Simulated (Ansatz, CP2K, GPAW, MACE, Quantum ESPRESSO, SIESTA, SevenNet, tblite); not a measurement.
# Which run comes nearest? Liquid K2CO3 at 1100 K (108 atoms)

Density of this cell: 1.93 g/cm³. The cell holds 108 atoms: 18 C, 54 O and 36 K. Cell: a = 12.892 Å, b = 12.892 Å, c = 12.892 Å, α = 90.0°, β = 90.0°, γ = 90.0°. 36 K+, 18 CO3 2- placed at random, at 1.93 g/cm³; overlaps pushed apart, then 10 ps at 1500 K with harmonic planar carbonate ions with charges +1 on C and -1 on O; Joung-Cheatham ions (J. Phys. Chem. B 112, 9020 (2008)); charges of ions scaled by 0.8. Snapshot after 20 ps at 1100 K and fixed volume. The starting density is a measured one. Then every atom was moved at random, 0.03 Å r.m.s. a Cartesian component.

Geometry: as built.

The reference, a calculation:

```
method                                           : Kohn-Sham DFT, PBE, PAW, plane waves (Ansatz 0.2.0); cutoff 420 eV, Γ point, fermi-dirac smearing of 0.05 eV; PAW set soft_2
r.m.s. force component                           : 2.956 eV/Å
longest force                                    : 14.58 eV/Å
pressure                                         : 6.808 GPa
gap (highest filled to lowest empty level) : 0.9416 eV
SCF cycles                                       : 11
time                                             : 43 s on 4 threads of Arm Neoverse V1, shared host
CPU time                                         : 2.8 min
```

Q: Estimate the differences from the reference, the CPU time and the memory of each run.
- CP2K PBE, DZVP-UZH, 600/50 Ry, OT DIIS (CP2K 2026.2; 2 threads)
- MACE MPA-0 medium potential (MACE MPA-0 medium; 1 thread)
- CP2K PBE, DZVP-UZH, 210/50 Ry, OT DIIS (CP2K 2026.2; 4 MPI ranks)
- SIESTA PBE, DZP, shift 0.01 Ry, mesh 500 Ry (SIESTA 5.4.2; 2 MPI ranks)
- GPAW PBE, LCAO dzp, h 0.18 Å (GPAW 26.7.0; 2 MPI ranks)
- GPAW PBE, LCAO dzp, h 0.18 Å, other mixer settings (GPAW 26.7.0; 2 MPI ranks)
- QE PBE, sssp-1.3.0-efficiency, 60/480 Ry (Quantum ESPRESSO 7.5; 1 thread)
- tblite GFN1-xTB (tblite 0.8.0; 1 thread)
- SevenNet l3i5 potential (SevenNet l3i5; 1 thread)
- SIESTA PBE, SZP, shift 0.01 Ry, mesh 500 Ry (SIESTA 5.4.2; 2 MPI ranks)

Differences are against the plane-wave reference, forces as r.m.s. over components; share is that over the reference's r.m.s. force, slope the least-squares factor from reference forces to these. Total energies of different programs have different zeros and aren't compared.

```csv
run,"Δ force, r.m.s. (meV/Å)",share (%),slope,Δ pressure (GPa),Δ gap (eV),cores,CPU time,memory (GiB)
reference,-,-,-,-,-,4,2.8 min,2.9
"CP2K PBE, DZVP-UZH, 600/50 Ry, OT DIIS",364,12.3,1.104,1.54,-0.0745,2,21 min,2.9
MACE MPA-0 medium potential,199,6.73,1.048,0.367,-,1,8.8 s,1.0
"CP2K PBE, DZVP-UZH, 210/50 Ry, OT DIIS (coarse)",387,13.1,1.103,1.69,-0.0992,4,18 min,2.5
"SIESTA PBE, DZP, shift 0.01 Ry, mesh 500 Ry",467,15.8,1.136,1.40,-,2,11 min,3.3
"GPAW PBE, LCAO dzp, h 0.18 Å",602,20.4,1.173,-,-0.433,2,17 min,3.6
"GPAW PBE, LCAO dzp, h 0.18 Å, other mixer settings",604,20.4,1.174,-,-0.433,2,21 min,3.5
"QE PBE, sssp-1.3.0-efficiency, 60/480 Ry",70.3,2.38,1.021,0.0482,-9.0e-4,1,29 min,7.5
tblite GFN1-xTB,1210,40.9,0.955,-1.36,-,1,4.5 s,0.14
SevenNet l3i5 potential,201,6.78,1.044,0.555,-,1,11 s,1.3
"SIESTA PBE, SZP, shift 0.01 Ry, mesh 500 Ry (coarse)",1577,53.3,1.449,5.14,-,2,9.2 min,3.0
```

Rows marked coarse were listed beforehand as settings not expected to be converged; some can still land near the reference.

Times of the machine-learned potentials are mostly Python's start and the loading of weights.

CPU time is summed over cores on a shared host, where runs went side by side, so it is rough. Symmetry, cutoffs, thresholds, outputs and thread counts weren't matched or tuned between programs; memory under MPI is the largest rank's times the ranks.

PBE on plane waves or a grid with other potentials, cutoffs or grids, coarse settings apart, differs from the reference by 2.4 % (QE PBE, sssp-1.3.0-efficiency, 60/480 Ry) of the r.m.s. force; this holds the reference's own error, so differences of a few per cent don't tell which side is nearer the exact PBE result (QE's 60 Ry are 816 eV, against the reference's 420 eV). The PBE runs in local orbitals, coarse settings apart, differ by 12 % (CP2K PBE, DZVP-UZH, 600/50 Ry, OT DIIS) to 20 % (GPAW PBE, LCAO dzp, h 0.18 Å, other mixer settings); basis, grid and potentials can all enter. Tight binding differs by 41 % (tblite GFN1-xTB); it is another model, with fitted parameters of its own, and the xTB methods hold dispersion. Machine-learned potentials differ by 6.7 % (MACE MPA-0 medium potential) to 6.8 % (SevenNet l3i5 potential); they were trained on other programs' data. Periodic xTB results under one method name differ between programs and library versions. Machine-learned potentials mimic data converged in k, so the reference's own k-point error enters their differences. The network of bonds at the start is that of the classical potential that made the cell, and needn't be the one that DFT or experiment would give. The electronic-structure runs sample only Γ, in a cell whose shortest periodic width is 13 Å.

[Logs are printed without paths, hosts, clocks, repeated set-up lines and the standing remarks that a program may print on its own settings, such as how far it seeks lower states.]

[Hosts, paths, dates, database ids (printed as entryN), source tags and the programs' standing remarks are cut or masked in the printed files.]
